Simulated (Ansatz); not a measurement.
# What HfPbSO2 (built on the sites of a database entry of HfPbO3) distorts into, part 2 of 2

Aim: this structure of HfPbSO2 (built on the sites of a database entry of HfPbO3) is to be tested for unstable modes, and one is followed downhill.

Ansatz 0.2.0; DFT PBEsol, scalar-relativistic, plane waves, PAW.

So far, highest frequency on the path or at a solved wavevector (cm⁻¹): step 2 (the dispersion) 811. Also lowest frequency on the path (cm⁻¹): step 2 -170.

The structure was built from a prototype and need not be the compound's stable phase.

## Step 4: The mode frozen in, largest atomic shift 0.22 Å

The atoms are moved along the unstable eigenvector, the largest shift by 0.22 Å, with the cell fixed.

input.yaml reads:

```yaml
crystal:
  lattice:
    - [0.0, 4.0961772096, 0.0]
    - [0.0, 0.0, 4.0961772096]
    - [10.2243565501, 0.0, 0.0]
  atoms:
    - { symbol: Hf, position: [0.5, 0.5, 0.25] }
    - { symbol: Hf, position: [0.5, 0.5, 0.75] }
    - { symbol: Pb, position: [0.0, 0.0, 0.5] }
    - { symbol: Pb, position: [0.0, 0.0, 0.0] }
    - { symbol: S, position: [0.5, 0.5, 0.0] }
    - { symbol: S, position: [0.5, 0.5, 0.5] }
    - { symbol: O, position: [0.0, 0.5, 0.2284827535] }
    - { symbol: O, position: [0.0, 0.5, 0.7715172465] }
    - { symbol: O, position: [0.5, 0.0, 0.2715172465] }
    - { symbol: O, position: [0.5, 0.0, 0.7284827535] }
kpoints:
  mp_grid: { grid: [6, 6, 4] }
hamiltonian:
  xc: pbesol
scf:
  occupations: { method: gaussian, width: 0.02 }
output:
  forces: true
  stress: true
  eigenvalues: true
```

Launch:

```console
$ ansatz run input.yaml --threads 8 --pin off --max-ram 14336MiB --backend cpu --events-out ev --progress --plain --runs-dir out
```

Numbers of over 12 decimals in the logs are rounded to 6 here.

The log of the run:

```text
[...]
Crystal: 10 atoms, lattice volume = 171.551 Å³
Basis set: ecut = 420 eV, 3347 PW (Γ), exchange–correlation on 60×60×144 points (8 copies of the dense FFT grid, shifted against one another)
Bands: 70, of which v1, the nominal top of the filled ones, is band 58 counted from 1 (57 counted from 0)
Symmetry: 16 space group operations
[...]
k-points: 30 of 144
[...]
k-point 0: bands = [... 54 lower, 9.4812, 9.7105, 9.7105, 9.9074, 12.7139, 13.4933, 13.4933, 14.2288, ... 5 higher]
  k-point 1: bands = [... 54 lower, 9.5517, 9.5725, 9.6961, 9.6961, 12.9761, 13.6812, 13.6812, 14.2343, ... 5 higher]
  k-point 2: bands = [... 54 lower, 9.6286, 9.6286, 9.6593, 9.6593, 13.6154, 13.6154, 14.0666, 14.0666, ... 5 higher]
  k-point 29: bands = [... 54 lower, 8.8946, 8.8946, 10.2755, 10.2755, 13.8523, 13.8523, 14.8435, 14.8435, ... 5 higher]
[key lines of the parts left out:]
SCF converged after 8 iterations
Free energy (F): -58728.905801 eV
Fermi energy:    11.410162 eV
P = ⅓ Tr σ = -1.1388 GPa (-11.388 kbar)
```

The job ended after 1.4 s (8 threads of AMD EPYC 9R45, shared host; peak memory 1 GiB; 9.6 s of CPU time).

This step gave:

```
pressure                         : -1.139 GPa
gap on the k-mesh                : 1.177 eV
energy from the undistorted cell : -4.401 meV/atom
```

The energy, extrapolated to zero smearing, is -4.40 meV/atom against the undistorted cell.

The run ends at a pressure of -1.14 GPa, with forces up to 0.031 eV/Å.

## Step 5: Energy along the mode, all amplitudes (two of the runs are shown above)

An imaginary frequency means negative curvature, so the energy should fall and then rise again as anharmonic terms take over.

Numbers from this step:

```
depth at the lowest point sampled  : 4.401 meV/atom
largest atomic shift at that point : 0.22 Å
```

Energy from the parent against largest atomic shift:

```tsv
largest atomic shift (Å)	energy from the parent (meV/atom)
0.000	0
0.040	-0.366
0.080	-1.36
0.140	-3.33
0.220	-4.40
0.320	2.45
0.450	35.8
```

Displacement at unit largest shift by atom:

```tsv
atom	x (Å)	y (Å)	z (Å)	size
Hf1	0.00	0.00	0.00	0.00
Hf2	0.00	0.00	0.00	0.00
Pb3	0.00	0.00	0.00	0.00
Pb4	0.00	0.00	0.00	0.00
S5	0.00	0.00	0.00	0.00
S6	0.00	0.00	0.00	0.00
O7	-1.00	0.00	0.00	1.00
O8	1.00	0.00	0.00	1.00
O9	1.00	0.00	0.00	1.00
O10	-1.00	0.00	0.00	1.00
```

The lowest of the steps tried is at 0.22 Å, 4.40 meV/atom below the parent; the bottom of the well need not coincide with a step.

## Step 6: Relaxation from the frozen mode

Starting from the lowest point found, all atoms and the cell are let go, so that strain and other modes of the same symmetry can join in.

Edit input.yaml of step 4 so:

```diff
@@ -21,3 +21,3 @@
 scf:
-  occupations: { method: gaussian, width: 0.02 }
+  occupations: { method: fixed }
 output:
@@ -26 +26,10 @@
   eigenvalues: true
+  write_density: true
+  write_potential: true
+  elf: true
+  volumetric_format: npy
+relax:
+  adjacent_minimum: "off"
+  f_tol: 0.002
+  max_steps: 120
+  cell: { stress_tol: 0.03 }
```

The log of the run:

```text
[...]
Crystal: 10 atoms, lattice volume = 171.551 Å³
Basis set: ecut = 420 eV, 3347 PW (Γ), exchange–correlation on 60×60×144 points (8 copies of the dense FFT grid, shifted against one another)
Bands: 70, of which v1, the nominal top of the filled ones, is band 58 counted from 1 (57 counted from 0)
Symmetry: 16 space group operations
[...]
k-points: 30 of 144
[...]
SCF iter   1: F=—  HF=-58728.972279 eV  |F-HF|=—  |Δ(HF+E_count)|=         —  Δρ=1.22e-2  dr2=2.55e-1  ethr=1.77e-3  ⟨swp⟩=4.9  Hψ=6583  notcnv=0  defer=265
[...]
SCF iter   8: F=-58728.905801 eV  HF=-58728.905801 eV  |F-HF|=5.99e-8  |Δ(HF+E_count)|=   6.06e-7  Δρ=5.39e-6  dr2=6.45e-8  ethr=8.62e-11  ⟨swp⟩=13.7  Hψ=17973  notcnv=0
SCF 1 converged in 8 iterations: F = -58728.905801 eV  dr2 = 6.45e-8
[...]
relax step   1: F+E_penalty+E_count = -58728.90580148 eV  Δ(F+E_penalty+E_count) = +0.000e0 eV  max|allowed force component| = 3.146e-2 eV/Å  Δτ_max = 0.0000 Å  P = -1.139 GPa  Ω = 171.551 Å³  (8 SCF iters, dr2 threshold 1.00e-7 eV, accepted)
Crystal: 10 atoms, lattice volume = 170.495 Å³
Basis set: ecut = 420 eV, 3323 PW (Γ), exchange–correlation on 60×60×144 points (8 copies of the dense FFT grid, shifted against one another)
[...]
iter 1 solved again at ethr=6.86e-6 eV; its pass at ethr=3.10e-3 eV (dr2=7.95e-3 eV) is discarded
[...]
SCF iter   6: F=-58728.932124 eV  HF=-58728.932124 eV  |F-HF|=1.71e-7  |Δ(HF+E_count)|=   2.11e-7  Δρ=2.12e-5  dr2=9.12e-7  ethr=8.62e-10  ⟨swp⟩=16.0  Hψ=19573  notcnv=0
SCF 2 converged in 6 iterations: F = -58728.932124 eV  dr2 = 9.12e-7
relax step   2: F+E_penalty+E_count = -58728.93212430 eV  Δ(F+E_penalty+E_count) = -2.632e-2 eV  max|allowed force component| = 6.702e-2 eV/Å  Δτ_max = 0.0031 Å  P = +0.372 GPa  Ω = 170.495 Å³  energy of the carried Pulay correction = +2.183e-3 eV  (6 SCF iters, dr2 threshold 1.00e-6 eV, accepted)
Crystal: 10 atoms, lattice volume = 170.896 Å³
Basis set: ecut = 420 eV, 3339 PW (Γ), exchange–correlation on 60×60×144 points (8 copies of the dense FFT grid, shifted against one another)
[...]
SCF iter   6: F=-58728.935001 eV  HF=-58728.935001 eV  |F-HF|=2.96e-7  |Δ(HF+E_count)|=   3.16e-7  Δρ=1.17e-5  dr2=2.56e-7  ethr=3.88e-10  ⟨swp⟩=15.1  Hψ=19491  notcnv=0
SCF 3 converged in 6 iterations: F = -58728.935001 eV  dr2 = 2.56e-7
relax step   3: F+E_penalty+E_count = -58728.93500077 eV  Δ(F+E_penalty+E_count) = -2.876e-3 eV  max|allowed force component| = 3.861e-2 eV/Å  Δτ_max = 0.0157 Å  P = -0.015 GPa  Ω = 170.896 Å³  energy of the carried Pulay correction = +1.352e-3 eV  (6 SCF iters, dr2 threshold 4.50e-7 eV, accepted)
[...]
relax step   4: F+E_penalty+E_count = -58728.93742524 eV  Δ(F+E_penalty+E_count) = -2.424e-3 eV  max|allowed force component| = 5.129e-3 eV/Å  Δτ_max = 0.0198 Å  P = +0.096 GPa  Ω = 170.604 Å³  energy of the carried Pulay correction = +1.956e-3 eV  (7 SCF iters, dr2 threshold 9.32e-8 eV, accepted)
[...]
relax step   5: F+E_penalty+E_count = -58728.93729140 eV  Δ(F+E_penalty+E_count) = +1.338e-4 eV  max|allowed force component| = 5.219e-5 eV/Å  Δτ_max = 0.0040 Å  P = +0.004 GPa  Ω = 170.740 Å³  energy of the carried Pulay correction = +1.675e-3 eV  (5 SCF iters, dr2 threshold 7.33e-8 eV, accepted)
[...]
relax step   6: F+E_penalty+E_count = -58728.93639884 eV  Δ(F+E_penalty+E_count) = +8.926e-4 eV  max|allowed force component| = 7.936e-5 eV/Å  Δτ_max = 0.0000 Å  P = -0.011 GPa  Ω = 170.740 Å³  stress off target by 5.67e-2 GPa  SCF on the basis re-selected at this cell (its energy is not comparable with the rows above)  (7 SCF iters)
[...]
relax step   7: F+E_penalty+E_count = -58728.93642350 eV  Δ(F+E_penalty+E_count) = -2.466e-5 eV  max|allowed force component| = 9.567e-5 eV/Å  Δτ_max = 0.0016 Å  P = +0.003 GPa  Ω = 170.743 Å³  energy of the carried Pulay correction = -4.168e-6 eV  (6 SCF iters, dr2 threshold 8.03e-9 eV, accepted)
[...]
SCF iter   1: F=—  HF=-58728.936477 eV  |F-HF|=—  |Δ(HF+E_count)|=         —  Δρ=3.73e-6  dr2=4.38e-9  ethr=7.66e-8  ⟨swp⟩=3.7  Hψ=12350  notcnv=0  defer=290
eigensolver tolerance schedule: the retry pair's looser diagonalisation over-reported the residual by 20290.60 of it (diagonalisation noise at 1.01 of the residual, at the tolerance the schedule requests for it); recorded, not acted on — ethr = c·dr2/N_el stays at c = 1.0e-1
[...]
SCF iter   2: F=—  HF=-58728.936436 eV  |F-HF|=—  |Δ(HF+E_count)|=   4.12e-5  Δρ=2.03e-6  dr2=1.94e-9  ethr=3.78e-12  ⟨swp⟩=4.0  Hψ=5689  notcnv=0  defer=256
[...]
SCF iter   5: F=-58728.936436 eV  HF=-58728.936436 eV  |F-HF|=1.46e-11  |Δ(HF+E_count)|=  7.28e-11  Δρ=8.42e-8  dr2=9.86e-12  ethr=1.00e-12  ⟨swp⟩=11.7  Hψ=13525  notcnv=0
SCF 8 converged in 5 iterations: F = -58728.936436 eV  dr2 = 9.86e-12
relax step   8: F+E_penalty+E_count = -58728.93643604 eV  Δ(F+E_penalty+E_count) = -1.255e-5 eV  max|allowed force component| = 8.249e-5 eV/Å  Δτ_max = 0.0000 Å  P = +0.003 GPa  Ω = 170.743 Å³  stress off target by 4.42e-3 GPa  SCF on the basis re-selected at this cell (its energy is not comparable with the rows above)  (5 SCF iters)
basis re-selected at this cell: Δ(F+E_penalty+E_count) = -1.255e-5 eV, ΔP = +0.000 GPa vs the last step (what re-selecting the basis moved, of the pressure what is left beyond the Pulay correction that the steps carried, after the strain that the cell walked since its last selection, with what the two solves' SCF thresholds leave and, on support functions, any second-order correction that the steps lacked; it is no m [...]
SCF converged after 5 iterations
Free energy (F): -58728.936436 eV
[...]
Internal energy: -58728.936436 eV  (E = F + TS)
E sigma→0 (E₀):  -58728.936436 eV
Fermi energy:    11.042950 eV
[...]
--- Forces (eV/Å), atoms counted from 1 ---
  atom   1  Hf    -0.00000000    -0.00000000     0.00000000
  atom   2  Hf     0.00000000     0.00000000     0.00000000
  atom   3  Pb     0.00000000     0.00000000     0.00000000
  atom   4  Pb     0.00000000     0.00000000     0.00000000
  atom   5  S      0.00000000    -0.00000000     0.00000000
  atom   6  S      0.00000000    -0.00000000     0.00000000
  atom   7  O     -0.00008249     0.00000000     0.00000000
  atom   8  O      0.00008249    -0.00000000     0.00000000
  atom   9  O      0.00008249    -0.00000000     0.00000000
  atom  10  O     -0.00008249     0.00000000     0.00000000
  max |Σ_I F_I| component: 4.16e-17 eV/Å
--- Stress (GPa, compression-positive) ---
        0.004419      -0.000000       0.000000
       -0.000000       0.003032       0.000000
        0.000000       0.000000       0.003032
  P = ⅓ Tr σ = 0.0035 GPa (0.035 kbar)
--- Band table (eV; the first three rows and the last of 30) ---
  k-point 0: bands = [... 54 lower, 9.4012, 9.7118, 9.7118, 9.9455, 12.8690, 13.8714, 13.8714, 14.1838, ... 8 higher]
  k-point 1: bands = [... 54 lower, 9.4980, 9.6302, 9.6894, 9.6894, 13.1142, 14.0297, 14.0297, 14.3531, ... 8 higher]
  k-point 2: bands = [... 54 lower, 9.6099, 9.6099, 9.6258, 9.6258, 13.7174, 13.7174, 14.3368, 14.3368, ... 8 higher]
  k-point 29: bands = [... 54 lower, 8.9318, 8.9318, 10.2637, 10.2637, 13.9640, 13.9640, 14.8167, 14.8167, ... 8 higher]
--- Relaxed structure (6 steps of the walk, 6 accepted, 2 SCFs on fresh bases) ---
  F+E_penalty+E_count = -58728.93643604 eV   max|allowed force component| = 8.249e-5 eV/Å   (the final SCF, on the basis selected at the relaxed cell)
  cell:  # Å, volume = 170.7435 Å³
    - [0, 4.057483, 0.0]
    - [0.0, 0.0, 4.057483]
    - [10.371239, 0, 0.0]
  atoms:
    - { symbol: Hf, position: [0.5, 0.5, 0.250000] }
    - { symbol: Hf, position: [0.5, 0.5, 0.750000] }
    - { symbol: Pb, position: [0, 0, 0.500000] }
    - { symbol: Pb, position: [0, 0, 0] }
    - { symbol: S, position: [0.5, 0.5, 0] }
    - { symbol: S, position: [0.5, 0.5, 0.500000] }
    - { symbol: O, position: [0, 0.5, 0.224159] }
    - { symbol: O, position: [0, 0.5, 0.775841] }
    - { symbol: O, position: [0.5, 0, 0.275841] }
    - { symbol: O, position: [0.5, 0, 0.724159] }
```

It took 12 s on 8 threads; peak memory 1.1 GiB; 86 s of CPU time.

Step by step:

```tsv
step	energy less that of the first step (eV)	largest force component (eV/Å)	pressure (GPa)	volume (Å³)
1	0.0000	0.0315	-1.14	171.55
2	-0.0263	0.0670	0.37	170.49
3	-0.0292	0.0386	-0.01	170.90
4	-0.0316	0.0051	0.10	170.60
5	-0.0315	0.0001	0.00	170.74
6*	-0.0306	0.0001	-0.01	170.74
7	-0.0306	0.0001	0.00	170.74
8*	-0.0306	0.0001	0.00	170.74
```

Relaxation steps marked * repeat the geometry before them on a plane-wave basis chosen anew for their cell, so energy and pressure can jump there.

The run keeps the 16 symmetry operations that it works with, so distortions that break them were not tested.

```tsv
conventional cell, symmetrised	before	after	change
a (Å)	4.096	4.057	-0.9 %
b (Å)	4.096	4.057	-0.9 %
c (Å)	10.224	10.371	+1.4 %
volume (Å³/atom)	17.16	17.07	-0.5 %
```

The atoms that moved most (Å, as changes of fractional coordinates times the final cell):

```tsv
atom	dx	dy	dz	length
O8	0.045	0.000	0.000	0.045
O10	-0.045	0.000	0.000	0.045
O9	0.045	0.000	0.000	0.045
O7	-0.045	0.000	0.000	0.045
```

The relaxed structure:

```
Hf Pb S O
1.0
     0.00000    4.05748    0.00000
     0.00000    0.00000    4.05748
    10.37124    0.00000    0.00000
Hf Pb S O
2 2 2 4
Direct
  0.50000 0.50000 0.25000
  0.50000 0.50000 0.75000
  0.00000 0.00000 0.50000
  0.00000 0.00000 0.00000
  0.50000 0.50000 0.00000
  0.50000 0.50000 0.50000
  0.00000 0.50000 0.22416
  0.00000 0.50000 0.77584
  0.50000 0.00000 0.27584
  0.50000 0.00000 0.72416
```

Numbers from this step:

* pressure: 0.003494 GPa
* gap on the k-mesh: 1.083 eV
* volume per atom: 17.07 Å³

Valence density in the ac plane at fractional y = 0.500, with atoms of Hf and S and O within 0.2 Å of it. It is the smooth field of the valence electrons, not physical close to the nuclei.

Ten steps, logarithmic in the rise over the least value, from '0' (0 e/Å³) to '9' (29 e/Å³), each cell a mean:
```
00012332332100
00001233221000
00000111110000
32111133211123
65323577642245
66424799863246
43224689862234
11001355431011
00000111110000
00001122210000
00012233321000
00012321232100
00012332332100
00001233221000
00000111110000
00000133210000
22112577641112
55324799863245
66424689863256
54211355431234
11100111110011
00001122210000
00012233321000
00012321232100
```
Columns run along a (4.1 Å), rows up along c (10.4 Å). Atoms in or near the plane, at fractional coordinates: Hf at (0.50, 0.25), Hf at (0.50, 0.75), S at (0.50, 0.00), S at (0.50, 0.50), O at (0.00, 0.22), O at (0.00, 0.78).

ELF in the ac plane at fractional y = 0.500, with atoms of Hf and S and O within 0.2 Å of it. It is the smooth field of the valence electrons, not physical close to the nuclei.

Values, 24 rows by 14 columns, each cell a mean:
```
0.04 0.09 0.37 0.68 0.84 0.79 0.45 0.32 0.60 0.81 0.80 0.61 0.22 0.07
0.04 0.05 0.16 0.40 0.71 0.82 0.85 0.84 0.84 0.80 0.61 0.32 0.09 0.05
0.30 0.25 0.14 0.14 0.29 0.45 0.54 0.56 0.52 0.42 0.21 0.13 0.18 0.27
0.74 0.72 0.54 0.26 0.10 0.16 0.30 0.34 0.25 0.14 0.12 0.34 0.64 0.73
0.60 0.75 0.77 0.39 0.23 0.54 0.76 0.79 0.71 0.46 0.20 0.52 0.81 0.71
0.48 0.71 0.75 0.34 0.44 0.78 0.83 0.80 0.84 0.73 0.28 0.46 0.81 0.64
0.79 0.79 0.59 0.21 0.41 0.75 0.84 0.83 0.83 0.70 0.24 0.29 0.73 0.79
0.59 0.53 0.29 0.10 0.16 0.38 0.58 0.62 0.52 0.32 0.10 0.13 0.41 0.55
0.16 0.13 0.09 0.10 0.16 0.22 0.28 0.29 0.26 0.21 0.14 0.09 0.10 0.14
0.04 0.05 0.16 0.36 0.62 0.72 0.78 0.78 0.76 0.70 0.53 0.30 0.10 0.05
0.05 0.09 0.33 0.62 0.81 0.83 0.74 0.69 0.79 0.84 0.76 0.55 0.20 0.07
0.06 0.12 0.42 0.71 0.83 0.71 0.20 0.07 0.40 0.76 0.81 0.65 0.27 0.09
0.05 0.11 0.40 0.68 0.83 0.77 0.44 0.32 0.59 0.80 0.80 0.63 0.25 0.09
0.04 0.07 0.25 0.53 0.76 0.83 0.85 0.84 0.85 0.82 0.69 0.46 0.15 0.06
0.06 0.06 0.10 0.21 0.40 0.50 0.55 0.56 0.53 0.48 0.33 0.17 0.07 0.06
0.34 0.29 0.15 0.08 0.10 0.18 0.31 0.34 0.26 0.15 0.08 0.09 0.21 0.31
0.73 0.70 0.44 0.15 0.28 0.60 0.77 0.79 0.73 0.53 0.16 0.20 0.59 0.71
0.70 0.78 0.68 0.27 0.47 0.80 0.83 0.80 0.84 0.75 0.29 0.37 0.79 0.76
0.41 0.68 0.77 0.38 0.36 0.72 0.83 0.83 0.82 0.65 0.25 0.51 0.81 0.61
0.75 0.79 0.71 0.36 0.14 0.33 0.57 0.62 0.50 0.27 0.16 0.48 0.78 0.78
0.59 0.53 0.33 0.17 0.13 0.20 0.27 0.29 0.25 0.18 0.12 0.20 0.42 0.55
0.12 0.10 0.10 0.21 0.51 0.68 0.77 0.78 0.75 0.65 0.39 0.17 0.09 0.11
0.04 0.06 0.25 0.56 0.80 0.83 0.74 0.69 0.79 0.84 0.73 0.48 0.15 0.05
0.05 0.10 0.42 0.72 0.84 0.73 0.21 0.07 0.42 0.78 0.83 0.66 0.26 0.08
```
Columns run along a (4.1 Å), rows up along c (10.4 Å). Atoms in or near the plane, at fractional coordinates: Hf at (0.50, 0.25), Hf at (0.50, 0.75), S at (0.50, 0.00), S at (0.50, 0.50), O at (0.00, 0.22), O at (0.00, 0.78).

Electrostatic potential energy in the ac plane at fractional y = 0.500, with atoms of Hf and S and O within 0.2 Å of it. With pseudopotentials it is smooth inside the atoms' cores, unlike the true potential.

Values in eV, 24 rows by 14 columns, each cell a mean:
```
 14  14  14  11  -1 -20 -25 -23 -26 -15   6  12  14  14
 15  15  15  13   9   2  -9 -12  -6   4  11  14  15  15
 15  15  15  14  12   9   7   6   8  10  13  14  15  15
  2   7  13  12   7   2  -4  -6  -2   3   9  12  12   5
-28 -23   0   7  -4 -18 -27 -28 -25 -15   2   8 -10 -25
-30 -28  -5   3 -14 -28 -26 -24 -28 -26  -6   5 -16 -29
 -9  -2   9   5 -11 -26 -29 -27 -29 -23  -3   7   6  -5
 15  15  13   9   1  -9 -18 -20 -15  -6   5  10  14  15
 15  15  14  12   9   7   4   3   5   7  11  13  15  15
 15  15  14  13  11   8   3   2   5   9  12  14  14  15
 14  14  14  12   5  -9 -21 -23 -18  -5   9  13  14  14
 14  14  13  10  -5 -25 -22 -18 -26 -21   3  11  14  14
 14  14  13  11  -1 -20 -25 -23 -26 -16   6  12  14  14
 14  14  14  13   9   1  -9 -12  -6   4  11  13  14  14
 15  15  14  13  11   9   7   6   8  10  12  14  15  15
 15  15  14  11   6   1  -4  -6  -3   3   9  12  14  15
  9  12  12   7  -5 -18 -27 -28 -25 -15   1   9  12  11
-24 -18   3   4 -15 -28 -26 -24 -28 -26  -6   6  -5 -21
-30 -28  -6   4 -11 -26 -29 -27 -29 -23  -3   5 -17 -29
-18 -10   8  10   2  -8 -18 -20 -15  -6   6  10   2 -13
 13  14  14  13  10   7   4   3   5   8  12  14  15  14
 15  15  15  14  11   8   3   2   5   9  13  14  15  15
 15  15  14  12   5  -9 -21 -23 -18  -5   9  13  14  15
 14  14  13  10  -5 -24 -22 -18 -25 -21   4  12  14  14
```
Columns run along a (4.1 Å; values clipped at the 3rd and 97th percentile), rows up along c (10.4 Å). Atoms in or near the plane, at fractional coordinates: Hf at (0.50, 0.25), Hf at (0.50, 0.75), S at (0.50, 0.00), S at (0.50, 0.50), O at (0.00, 0.22), O at (0.00, 0.78).

The distorted start has space group P4_2/mmc; the relaxation ends in P4_2/mmc.

## Step 7: The phases reached

The phases reached along the modes that were followed are set side by side.

Energies are those of the first relaxation, on the mesh of the frozen mode; space group, volume and gap are those of the last relaxation. Phases, by row:

```tsv
mode frozen in	space group	energy from parent (meV/atom)	volume (Å³/atom)	gap on mesh (eV)	lowest zone-centre optical mode (cm⁻¹)	largest shift (Å)
parent	P4/mmm	0	17.16	1.335	–	–
q = (0, 0, 0), 170i cm⁻¹	P-4m2	-16.85	16.97	1.319	-74	0.338
q = (-0.5, 0, 0), 139i cm⁻¹	P4_2/mmc	-7.46	17.07	1.083	–	0.268
```

## Step 8: Results

- unstable mode of the parent: q = (-0.5, 0, 0), 139i cm⁻¹
- depth at the lowest point sampled: 4.40 meV/atom
- largest atomic shift at that point: 0.22 Å
- space group reached (within 0.01 Å): P4_2/mmc
- energy gained over the parent (first relaxation, on the mesh of the frozen mode): 7.46 meV/atom
- volume per atom, phase reached: 17.1 Å³
- gap on the k-mesh, phase reached: 1.08 eV

Along this mode the structure falls into P4_2/mmc, 7.46 meV/atom below the parent. At the parent's cell the well is 4.401 meV/atom deep on the steps tried, with its lowest point at a shift of 0.22 Å. Relaxing atoms and cell changes the gain by +3.06 meV/atom against the lowest step (energies at zero smearing). The modes of the phase reached were not computed on this path. Of the 2 patterns followed to their end from this parent, this one ends 9.38 meV/atom above the lowest, P-4m2. Each path keeps the symmetry of its pattern, so a lower phase may lie along a pattern not tried. Spin-orbit coupling is left out, which can matter for the heavy elements here. The starting cell was built on a prototype and not taken from a measurement, so the phase need not exist.

[Logs are printed without paths, hosts, clocks, repeated set-up lines and the standing remarks that a program may print on its own settings, such as how far it seeks lower states.]

[Hosts, paths, dates, database ids (printed as entryN), source tags and the programs' standing remarks are cut or masked in the printed files.]
